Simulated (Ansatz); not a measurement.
# Squeezing and shearing glassy B2O3 (120 atoms), part 3 of 4

How stiff is glassy B2O3 (120 atoms), and how do its levels respond to strain?

Ansatz 0.2.0; Kohn-Sham DFT, PBEsol, PAW (set soft_2), plane waves.

The cell: 48 B and 72 O. The quench rate of 20 K/ps far exceeds what a furnace or splat quench reaches. The network of bonds at the start is that of the classical potential that made the cell. The Brillouin zone is sampled at Γ only.

So far. Step 2 (Single point at the start): The r.m.s. force at the start is 0.83 eV/Å. Step 3 (Cell and atoms relaxed): The relaxation converged after 37 steps, with a largest force component of 0.048 eV/Å.

### Step 5. Volume -3 %

The relaxed cell is scaled evenly and the atoms are relaxed again; the stress at the end gives one point of P(V).

The input, input.yaml:

```yaml
crystal:
  lattice:
    - [11.94192, 0.77408, 0.47042]
    - [0.77408, 11.60397, -0.32234]
    - [0.47042, -0.32234, 10.50595]
  atoms:
    [... the 120 atom lines of step 4 ...]
kpoints:
  mp_grid: { grid: [1, 1, 1] }
hamiltonian:
  xc: pbesol
scf:
  occupations: { method: fixed }
output:
  forces: true
  eigenvalues: true
  stress: true
relax:
  f_tol: 0.05
  max_steps: 70
```

Command:

```bash
$ ansatz run input.yaml --threads 4 --pin off --max-ram 8192MiB --backend cpu --events-out ev --progress --plain --runs-dir out
```

Numbers of over 12 decimals in the logs are rounded to 6 here.

Output:

```text
Warning: output.stress: scf.convergence.dr2_threshold = 1e-7 eV (the SCF's general default) is looser than the 1.08e-8 eV advised for a printed stress (1e-10 eV for each atom of the cell: 120, of which 108 are counted). What an SCF threshold leaves in a stress goes as its square root, and in the free energy as the threshold itself, and one threshold admits the most on a small cell: [...]
[...]
Crystal: 120 atoms, lattice volume = 1445.510 Å³
Basis set: ecut = 420 eV, 28227 PW (Γ), exchange–correlation on 162×160×144 points (8 copies of the dense FFT grid, shifted against one another)
Bands: 408, of which v1, the nominal top of the filled ones, is band 288 counted from 1 (287 counted from 0)
Symmetry: 1 space group operations
[...]
k-points: 1
[...]
SCF iter   1: F=—  HF=-47808.570322 eV  |F-HF|=—  |Δ(HF+E_count)|=         —  Δρ=1.14e-2  dr2=1.42e0  ethr=1.77e-3  ⟨swp⟩=5.0  Hψ=1421  notcnv=0  defer=116
[...]
SCF iter   5: F=—  HF=-47808.203138 eV  |F-HF|=—  |Δ(HF+E_count)|=   2.29e-4  Δρ=1.32e-4  dr2=2.05e-4  ethr=1.26e-7  ⟨swp⟩=2.0  Hψ=695  notcnv=0  defer=118
SCF iter   6: F=-47808.203208 eV  HF=-47808.203191 eV  |F-HF|=1.73e-5  |Δ(HF+E_count)|=   5.27e-5  Δρ=2.62e-5  dr2=1.19e-5  ethr=1.09e-8  ⟨swp⟩=18.0  Hψ=3088  notcnv=0
SCF 1 converged in 6 iterations: F = -47808.203208 eV  dr2 = 1.19e-5
[...]
relax step   1: F+E_penalty+E_count = -47808.20320797 eV  Δ(F+E_penalty+E_count) = +0.000e0 eV  max|allowed force component| = 5.288e-1 eV/Å  Δτ_max = 0.0000 Å  (6 SCF iters, dr2 threshold 6.25e-5 eV, accepted)
[...]
relax step   2: F+E_penalty+E_count = -47808.60573065 eV  Δ(F+E_penalty+E_count) = -4.025e-1 eV  max|allowed force component| = 3.422e-1 eV/Å  Δτ_max = 0.0681 Å  (7 SCF iters, dr2 threshold 1.75e-5 eV, accepted)
[...]
relax step   3: F+E_penalty+E_count = -47808.74381964 eV  Δ(F+E_penalty+E_count) = -1.381e-1 eV  max|allowed force component| = 1.641e-1 eV/Å  Δτ_max = 0.0598 Å  (7 SCF iters, dr2 threshold 7.32e-6 eV, accepted)
relax step   4: F+E_penalty+E_count = -47808.78035419 eV  Δ(F+E_penalty+E_count) = -3.653e-2 eV  max|allowed force component| = 1.548e-1 eV/Å  Δτ_max = 0.0940 Å  (7 SCF iters, dr2 threshold 6.20e-6 eV, accepted)
relax step   5: F+E_penalty+E_count = -47808.77186486 eV  Δ(F+E_penalty+E_count) = +8.489e-3 eV  max|allowed force component| = 9.844e-2 eV/Å  Δτ_max = 0.2000 Å  (8 SCF iters, dr2 threshold 5.51e-6 eV, rejected (line search))
relax step   6: F+E_penalty+E_count = -47808.79310832 eV  Δ(F+E_penalty+E_count) = -1.275e-2 eV  max|allowed force component| = 5.348e-2 eV/Å  Δτ_max = 0.1000 Å  (9 SCF iters, accepted)
relax step   7: F+E_penalty+E_count = -47808.79704744 eV  Δ(F+E_penalty+E_count) = -3.939e-3 eV  max|allowed force component| = 3.771e-2 eV/Å  Δτ_max = 0.0782 Å  (8 SCF iters, accepted)
relax step   8: F+E_penalty+E_count = -47808.79922132 eV  Δ(F+E_penalty+E_count) = -2.174e-3 eV  max|allowed force component| = 5.817e-2 eV/Å  Δτ_max = 0.0519 Å  (8 SCF iters, accepted)
relax step   9: F+E_penalty+E_count = -47808.79944501 eV  Δ(F+E_penalty+E_count) = -2.237e-4 eV  max|allowed force component| = 6.843e-2 eV/Å  Δτ_max = 0.0349 Å  (8 SCF iters, accepted)
relax step  10: F+E_penalty+E_count = -47808.80126091 eV  Δ(F+E_penalty+E_count) = -1.816e-3 eV  max|allowed force component| = 4.617e-2 eV/Å  Δτ_max = 0.0143 Å  (5 SCF iters, dr2 threshold 4.68e-6 eV, accepted)
[...]
relax step  11: F+E_penalty+E_count = -47808.80126131 eV  Δ(F+E_penalty+E_count) = -4.051e-7 eV  max|allowed force component| = 4.594e-2 eV/Å  Δτ_max = 0.0000 Å  (4 SCF iters, accepted)
SCF converged after 4 iterations
Free energy (F): -47808.801261 eV
[...]
Internal energy: -47808.801261 eV  (E = F + TS)
E sigma→0 (E₀):  -47808.801261 eV
Fermi energy:    0.519034 eV
[...]
Σ components = -47808.801261   (vs F -47808.801261, Δ=0.00e0)
--- Forces (eV/Å), atoms counted from 1 ---
  atom   1  B     -0.00075734    -0.00117207    -0.01868451
  atom   2  B      0.00948168     0.00775605    -0.00487037
  atom   3  B     -0.00094532    -0.00084771    -0.00022406
  atom   4  B      0.00553948    -0.00007894    -0.01890700
[...]
atom 120  O      0.00306290     0.00130570     0.00290127
  max |Σ_I F_I| component: 3.83e-5 eV/Å
--- Stress (GPa, compression-positive) ---
        0.497856      -0.068321      -0.118010
       -0.068332       0.764504       0.130066
       -0.118002       0.130060       0.606947
  P = ⅓ Tr σ = 0.6231 GPa (6.231 kbar)
--- Band table (eV) ---
[...]
--- Relaxed structure (11 steps of the walk, 10 accepted, 0 SCFs on fresh bases) ---
  F+E_penalty+E_count = -47808.80126131 eV   max|allowed force component| = 4.594e-2 eV/Å
  atoms:
    - { symbol: B, position: [0.546242, 0.891896, 0.070574] }
    - { symbol: B, position: [0.965036, 0.392382, 0.413983] }
    - { symbol: B, position: [0.929412, 0.569648, 0.563504] }
    - { symbol: B, position: [0.042780, 0.639663, 0.894275] }
[...]
- { symbol: O, position: [0.552981, 0.429399, 0.534156] }
```

Run time: 1.8 min. Hardware: 4 threads of Intel Xeon Platinum 8375C at 2.90GHz (Ice Lake), shared host; peak memory 2 GiB.

The program notes that the SCF threshold is loose for the stress.

The relaxation converged after 11 steps, 0.598 eV below its start, with a largest force component of 0.046 eV/Å.

Volume -3 %: the energy stands 0.0943 eV above that of the reference, at a pressure of 0.623 GPa.

### Step 6. Volume +3 %

The relaxed cell is scaled to another volume.

input.yaml, the sections that differ from step 5:

```yaml
crystal:
  lattice:
    - [12.18323, 0.78972, 0.47993]
    - [0.78972, 11.83846, -0.32885]
    - [0.47993, -0.32885, 10.71825]
  atoms:
    [... the 120 atom lines of step 4 ...]
# kpoints, hamiltonian, scf, output, relax: as in step 5
```

Output:

```text
[...]
Crystal: 120 atoms, lattice volume = 1534.922 Å³
Basis set: ecut = 420 eV, 30013 PW (Γ), exchange–correlation on 180×160×144 points (8 copies of the dense FFT grid, shifted against one another)
Bands: 408, of which v1, the nominal top of the filled ones, is band 288 counted from 1 (287 counted from 0)
Symmetry: 1 space group operations
[...]
k-points: 1
[...]
SCF iter   1: F=—  HF=-47808.643431 eV  |F-HF|=—  |Δ(HF+E_count)|=         —  Δρ=1.11e-2  dr2=1.45e0  ethr=1.77e-3  ⟨swp⟩=5.0  Hψ=1420  notcnv=0  defer=116
[...]
SCF iter   5: F=—  HF=-47808.271282 eV  |F-HF|=—  |Δ(HF+E_count)|=   3.37e-4  Δρ=1.21e-4  dr2=2.95e-4  ethr=5.90e-7  ⟨swp⟩=2.0  Hψ=586  notcnv=0  defer=118
SCF iter   6: F=-47808.271394 eV  HF=-47808.271369 eV  |F-HF|=2.42e-5  |Δ(HF+E_count)|=   8.75e-5  Δρ=2.57e-5  dr2=1.45e-5  ethr=1.09e-8  ⟨swp⟩=18.0  Hψ=2935  notcnv=0
SCF 1 converged in 6 iterations: F = -47808.271394 eV  dr2 = 1.45e-5
[...]
relax step   1: F+E_penalty+E_count = -47808.27139365 eV  Δ(F+E_penalty+E_count) = +0.000e0 eV  max|allowed force component| = 4.794e-1 eV/Å  Δτ_max = 0.0000 Å  (6 SCF iters, dr2 threshold 6.25e-5 eV, accepted)
[...]
relax step   2: F+E_penalty+E_count = -47808.63183923 eV  Δ(F+E_penalty+E_count) = -3.604e-1 eV  max|allowed force component| = 3.065e-1 eV/Å  Δτ_max = 0.0716 Å  (7 SCF iters, dr2 threshold 1.44e-5 eV, accepted)
[...]
relax step   3: F+E_penalty+E_count = -47808.75494163 eV  Δ(F+E_penalty+E_count) = -1.231e-1 eV  max|allowed force component| = 2.213e-1 eV/Å  Δτ_max = 0.0547 Å  (7 SCF iters, dr2 threshold 5.87e-6 eV, accepted)
relax step   4: F+E_penalty+E_count = -47808.79719263 eV  Δ(F+E_penalty+E_count) = -4.225e-2 eV  max|allowed force component| = 1.271e-1 eV/Å  Δτ_max = 0.0835 Å  (6 SCF iters, dr2 threshold 2.00e-5 eV, accepted)
relax step   5: F+E_penalty+E_count = -47808.78957774 eV  Δ(F+E_penalty+E_count) = +7.615e-3 eV  max|allowed force component| = 7.077e-2 eV/Å  Δτ_max = 0.2000 Å  (7 SCF iters, dr2 threshold 5.32e-6 eV, rejected (line search))
relax step   6: F+E_penalty+E_count = -47808.80336526 eV  Δ(F+E_penalty+E_count) = -6.173e-3 eV  max|allowed force component| = 6.708e-2 eV/Å  Δτ_max = 0.0514 Å  (9 SCF iters, accepted)
[...]
relax step   7: F+E_penalty+E_count = -47808.80497600 eV  Δ(F+E_penalty+E_count) = -1.611e-3 eV  max|allowed force component| = 1.585e-2 eV/Å  Δτ_max = 0.0257 Å  (8 SCF iters, accepted)
SCF converged after 8 iterations
Free energy (F): -47808.804976 eV
[...]
Internal energy: -47808.804976 eV  (E = F + TS)
E sigma→0 (E₀):  -47808.804976 eV
Fermi energy:    0.057774 eV
[...]
Σ components = -47808.804976   (vs F -47808.804976, Δ=0.00e0)
--- Forces (eV/Å), atoms counted from 1 ---
  atom   1  B     -0.00179643     0.00325532    -0.00454588
  atom   2  B      0.00012614     0.00384337     0.00548076
  atom   3  B      0.01006591    -0.00274293    -0.00409812
  atom   4  B      0.00394350    -0.00331435    -0.00435246
[...]
atom 120  O      0.00128135    -0.00432436     0.00131578
  max |Σ_I F_I| component: 5.58e-5 eV/Å
--- Stress (GPa, compression-positive) ---
       -0.441504       0.137241      -0.038372
        0.137228      -0.821606      -0.069110
       -0.038372      -0.069106      -0.659971
  P = ⅓ Tr σ = -0.6410 GPa (-6.410 kbar)
--- Band table (eV) ---
[...]
--- Relaxed structure (7 steps of the walk, 6 accepted, 0 SCFs on fresh bases) ---
  F+E_penalty+E_count = -47808.80497600 eV   max|allowed force component| = 1.585e-2 eV/Å
  atoms:
    - { symbol: B, position: [0.559403, 0.885455, 0.067275] }
    - { symbol: B, position: [0.959127, 0.382532, 0.419906] }
    - { symbol: B, position: [0.928515, 0.563537, 0.562994] }
    - { symbol: B, position: [0.041351, 0.634191, 0.892655] }
[...]
- { symbol: O, position: [0.554787, 0.435184, 0.548646] }
```

Run time: 77 s. Hardware: 4 threads; peak memory 2.1 GiB; 4.9 min of CPU time.

The relaxation converged after 7 steps, 0.534 eV below its start, with a largest force component of 0.016 eV/Å.

Volume +3 %: the energy stands 0.0905 eV above that of the reference, at a pressure of -0.641 GPa.

### Step 7. Volume -6 %

The relaxed cell is scaled to another volume.

Input and log are left out; they have the form of those shown for this kind of step.

Wall time 2.1 min (4 threads of Intel Xeon Platinum 8375C at 2.90GHz (Ice Lake), shared host); peak memory 2 GiB.

The relaxation converged after 12 steps, 2.60 eV below its start, with a largest force component of 0.044 eV/Å.

Volume -6 %: the energy stands 0.267 eV above that of the reference, at a pressure of 1.06 GPa.

### Step 8. Volume +6 %

The relaxed cell is scaled to another volume.

Input and log are left out; they have the form of those shown for this kind of step.

It took 81 s on 4 threads of Intel Xeon Platinum 8375C at 2.90GHz (Ice Lake), shared host; peak memory 2.2 GiB.

The relaxation converged after 7 steps, 2.04 eV below its start, with a largest force component of 0.048 eV/Å.

Volume +6 %: the energy stands 0.350 eV above that of the reference, at a pressure of -1.19 GPa.

### Step 9. Volume -10 %

The relaxed cell is scaled to another volume.

Input and log are left out; they have the form of those shown for this kind of step.

Elapsed: 3 min, on 4 threads of Intel Xeon Platinum 8375C at 2.90GHz (Ice Lake), shared host; peak memory 1.9 GiB.

The relaxation converged after 16 steps, 7.76 eV below its start, with a largest force component of 0.047 eV/Å.

Volume -10 %: the energy stands 0.785 eV above that of the reference, at a pressure of 1.91 GPa.

### Step 10. Stretched by 1 % along x

The relaxed cell is strained along x alone, which gives the stiffness along x and its coupling to y and z.

input.yaml, the sections that differ from step 6:

```yaml
crystal:
  lattice:
    - [12.18442, 0.78198, 0.47522]
    - [0.7898, 11.72239, -0.32563]
    - [0.47997, -0.32563, 10.61316]
  atoms:
    [... the 120 atom lines of step 4 ...]
# kpoints, hamiltonian, scf, output, relax: as in step 6
```

Output:

```text
[...]
Crystal: 120 atoms, lattice volume = 1505.118 Å³
Basis set: ecut = 420 eV, 29413 PW (Γ), exchange–correlation on 180×160×144 points (8 copies of the dense FFT grid, shifted against one another)
Bands: 408, of which v1, the nominal top of the filled ones, is band 288 counted from 1 (287 counted from 0)
Symmetry: 1 space group operations
[...]
k-points: 1
[...]
SCF iter   1: F=—  HF=-47809.147360 eV  |F-HF|=—  |Δ(HF+E_count)|=         —  Δρ=1.11e-2  dr2=1.43e0  ethr=1.77e-3  ⟨swp⟩=5.0  Hψ=1421  notcnv=0  defer=116
[...]
SCF iter   5: F=—  HF=-47808.779826 eV  |F-HF|=—  |Δ(HF+E_count)|=   3.73e-4  Δρ=1.30e-4  dr2=3.46e-4  ethr=7.19e-7  ⟨swp⟩=2.0  Hψ=584  notcnv=0  defer=118
SCF iter   6: F=-47808.779944 eV  HF=-47808.779921 eV  |F-HF|=2.28e-5  |Δ(HF+E_count)|=   9.53e-5  Δρ=2.54e-5  dr2=1.58e-5  ethr=1.09e-8  ⟨swp⟩=16.0  Hψ=2953  notcnv=0
SCF 1 converged in 6 iterations: F = -47808.779944 eV  dr2 = 1.58e-5
[...]
relax step   1: F+E_penalty+E_count = -47808.77994377 eV  Δ(F+E_penalty+E_count) = +0.000e0 eV  max|allowed force component| = 4.322e-1 eV/Å  Δτ_max = 0.0000 Å  (6 SCF iters, dr2 threshold 6.25e-5 eV, accepted)
[...]
relax step   2: F+E_penalty+E_count = -47808.85807564 eV  Δ(F+E_penalty+E_count) = -7.813e-2 eV  max|allowed force component| = 1.995e-1 eV/Å  Δτ_max = 0.0276 Å  (6 SCF iters, dr2 threshold 1.17e-5 eV, accepted)
[...]
relax step   3: F+E_penalty+E_count = -47808.88097649 eV  Δ(F+E_penalty+E_count) = -2.290e-2 eV  max|allowed force component| = 7.260e-2 eV/Å  Δτ_max = 0.0670 Å  (9 SCF iters, accepted)
relax step   4: F+E_penalty+E_count = -47808.88024544 eV  Δ(F+E_penalty+E_count) = +7.311e-4 eV  max|allowed force component| = 6.602e-2 eV/Å  Δτ_max = 0.0961 Å  (8 SCF iters, rejected (line search))
[...]
relax step   5: F+E_penalty+E_count = -47808.88494411 eV  Δ(F+E_penalty+E_count) = -3.968e-3 eV  max|allowed force component| = 4.082e-2 eV/Å  Δτ_max = 0.0480 Å  (8 SCF iters, accepted)
SCF converged after 8 iterations
Free energy (F): -47808.884944 eV
[...]
Internal energy: -47808.884944 eV  (E = F + TS)
E sigma→0 (E₀):  -47808.884944 eV
Fermi energy:    0.199320 eV
[...]
Σ components = -47808.884944   (vs F -47808.884944, Δ=0.00e0)
--- Forces (eV/Å), atoms counted from 1 ---
  atom   1  B      0.00148654    -0.00311553     0.01019260
  atom   2  B     -0.00010220     0.00193355     0.01051673
  atom   3  B      0.00035217     0.00847554     0.00859276
  atom   4  B     -0.00051534     0.00268230    -0.00070722
[...]
atom 120  O     -0.00225622     0.01951647     0.01037770
  max |Σ_I F_I| component: 2.46e-5 eV/Å
--- Stress (GPa, compression-positive) ---
       -0.215232       0.081488      -0.065162
        0.081479      -0.181415      -0.009944
       -0.065157      -0.009944      -0.177982
  P = ⅓ Tr σ = -0.1915 GPa (-1.915 kbar)
--- Band table (eV) ---
[...]
--- Relaxed structure (5 steps of the walk, 4 accepted, 0 SCFs on fresh bases) ---
  F+E_penalty+E_count = -47808.88494411 eV   max|allowed force component| = 4.082e-2 eV/Å
  atoms:
    - { symbol: B, position: [0.557106, 0.889487, 0.068292] }
    - { symbol: B, position: [0.961469, 0.386161, 0.416286] }
    - { symbol: B, position: [0.929468, 0.566314, 0.562075] }
    - { symbol: B, position: [0.040828, 0.634452, 0.894791] }
[...]
- { symbol: O, position: [0.555562, 0.433998, 0.544324] }
```

It took 62 s on 4 threads; peak memory 2.1 GiB.

The relaxation converged after 5 steps, 0.105 eV below its start, with a largest force component of 0.041 eV/Å.

Stretched by 1 % along x: the energy stands 0.0106 eV above that of the reference, at a pressure of -0.192 GPa.

### Step 11. Compressed by 1 % along x

The relaxed cell is strained along x alone, which gives the stiffness along x and its coupling to y and z.

input.yaml, the sections that differ from step 10:

```yaml
crystal:
  lattice:
    - [11.94314, 0.78198, 0.47522]
    - [0.77416, 11.72239, -0.32563]
    - [0.47047, -0.32563, 10.61316]
  atoms:
    [... the 120 atom lines of step 4 ...]
# kpoints, hamiltonian, scf, output, relax: as in step 10
```

Output:

```text
[...]
Crystal: 120 atoms, lattice volume = 1475.313 Å³
Basis set: ecut = 420 eV, 28833 PW (Γ), exchange–correlation on 162×160×144 points (8 copies of the dense FFT grid, shifted against one another)
Bands: 408, of which v1, the nominal top of the filled ones, is band 288 counted from 1 (287 counted from 0)
Symmetry: 1 space group operations
[...]
k-points: 1
[...]
SCF iter   1: F=—  HF=-47809.141144 eV  |F-HF|=—  |Δ(HF+E_count)|=         —  Δρ=1.12e-2  dr2=1.42e0  ethr=1.77e-3  ⟨swp⟩=5.0  Hψ=1421  notcnv=0  defer=116
[...]
SCF iter   6: F=-47808.773981 eV  HF=-47808.773960 eV  |F-HF|=2.07e-5  |Δ(HF+E_count)|=   8.49e-5  Δρ=2.48e-5  dr2=1.29e-5  ethr=1.09e-8  ⟨swp⟩=18.0  Hψ=2990  notcnv=0
SCF 1 converged in 6 iterations: F = -47808.773981 eV  dr2 = 1.29e-5
[...]
relax step   1: F+E_penalty+E_count = -47808.77398117 eV  Δ(F+E_penalty+E_count) = +0.000e0 eV  max|allowed force component| = 4.654e-1 eV/Å  Δτ_max = 0.0000 Å  (6 SCF iters, dr2 threshold 6.25e-5 eV, accepted)
[...]
relax step   2: F+E_penalty+E_count = -47808.85480494 eV  Δ(F+E_penalty+E_count) = -8.082e-2 eV  max|allowed force component| = 1.953e-1 eV/Å  Δτ_max = 0.0304 Å  (6 SCF iters, dr2 threshold 1.35e-5 eV, accepted)
[...]
relax step   3: F+E_penalty+E_count = -47808.87991961 eV  Δ(F+E_penalty+E_count) = -2.511e-2 eV  max|allowed force component| = 6.382e-2 eV/Å  Δτ_max = 0.0588 Å  (8 SCF iters, accepted)
relax step   4: F+E_penalty+E_count = -47808.83961897 eV  Δ(F+E_penalty+E_count) = +4.030e-2 eV  max|allowed force component| = 1.799e-1 eV/Å  Δτ_max = 0.2000 Å  (10 SCF iters, rejected (line search))
[...]
relax step   5: F+E_penalty+E_count = -47808.88200685 eV  Δ(F+E_penalty+E_count) = -2.087e-3 eV  max|allowed force component| = 3.755e-2 eV/Å  Δτ_max = 0.0760 Å  (10 SCF iters, accepted)
SCF converged after 10 iterations
Free energy (F): -47808.882007 eV
[...]
Internal energy: -47808.882007 eV  (E = F + TS)
E sigma→0 (E₀):  -47808.882007 eV
Fermi energy:    0.349512 eV
[...]
--- Forces (eV/Å), atoms counted from 1 ---
  atom   1  B      0.00257074    -0.00425569     0.00230576
  atom   2  B     -0.00262089    -0.00625710    -0.00750495
  atom   3  B      0.02188278     0.00374942    -0.00552504
  atom   4  B      0.00778121    -0.00350988    -0.00256885
  atom   5  B      0.02488770    -0.00631386     0.00869708
  atom   6  B      0.00170760    -0.00106674    -0.00055834
  atom   7  B      0.00402753     0.01906263    -0.00598531
  atom   8  B     -0.00344010     0.00351075    -0.00452279
  atom   9  B      0.00798040    -0.00487110    -0.00470737
  atom  10  B     -0.00378005     0.00385424     0.00266025
  atom  11  B     -0.01549717     0.01321380     0.00454567
  atom  12  B      0.00727538     0.02880793     0.01516596
  atom  13  B     -0.00243486    -0.02461046     0.03323047
  atom  14  B      0.01526768     0.00805544     0.00992585
[...]
atom 119  O      0.00569161    -0.01624648    -0.00128429
  atom 120  O      0.00129335    -0.00357251     0.00109273
  max |Σ_I F_I| component: 5.48e-5 eV/Å
--- Stress (GPa, compression-positive) ---
        0.275965      -0.040190      -0.014943
       -0.040203       0.161837       0.065777
       -0.014935       0.065772       0.111639
  P = ⅓ Tr σ = 0.1831 GPa (1.831 kbar)
--- Band table (eV) ---
[...]
--- Relaxed structure (5 steps of the walk, 4 accepted, 0 SCFs on fresh bases) ---
  F+E_penalty+E_count = -47808.88200685 eV   max|allowed force component| = 3.755e-2 eV/Å
  atoms:
    - { symbol: B, position: [0.551958, 0.891947, 0.068142] }
    - { symbol: B, position: [0.962773, 0.385375, 0.419177] }
    - { symbol: B, position: [0.928851, 0.566292, 0.562952] }
    - { symbol: B, position: [0.041294, 0.635576, 0.895292] }
[...]
- { symbol: O, position: [0.553184, 0.432474, 0.537256] }
```

The job ended after 61 s (4 threads; peak memory 2 GiB).

The relaxation converged after 5 steps, 0.108 eV below its start, with a largest force component of 0.038 eV/Å.

Compressed by 1 % along x: the energy stands 0.0135 eV above that of the reference, at a pressure of 0.183 GPa.

(Part 3 of 4 ends here.)

[Logs are printed without paths, hosts, clocks, repeated set-up lines and the standing remarks that a program may print on its own settings, such as how far it seeks lower states.]

[Hosts, paths, dates, database ids (printed as entryN), source tags and the programs' standing remarks are cut or masked in the printed files.]
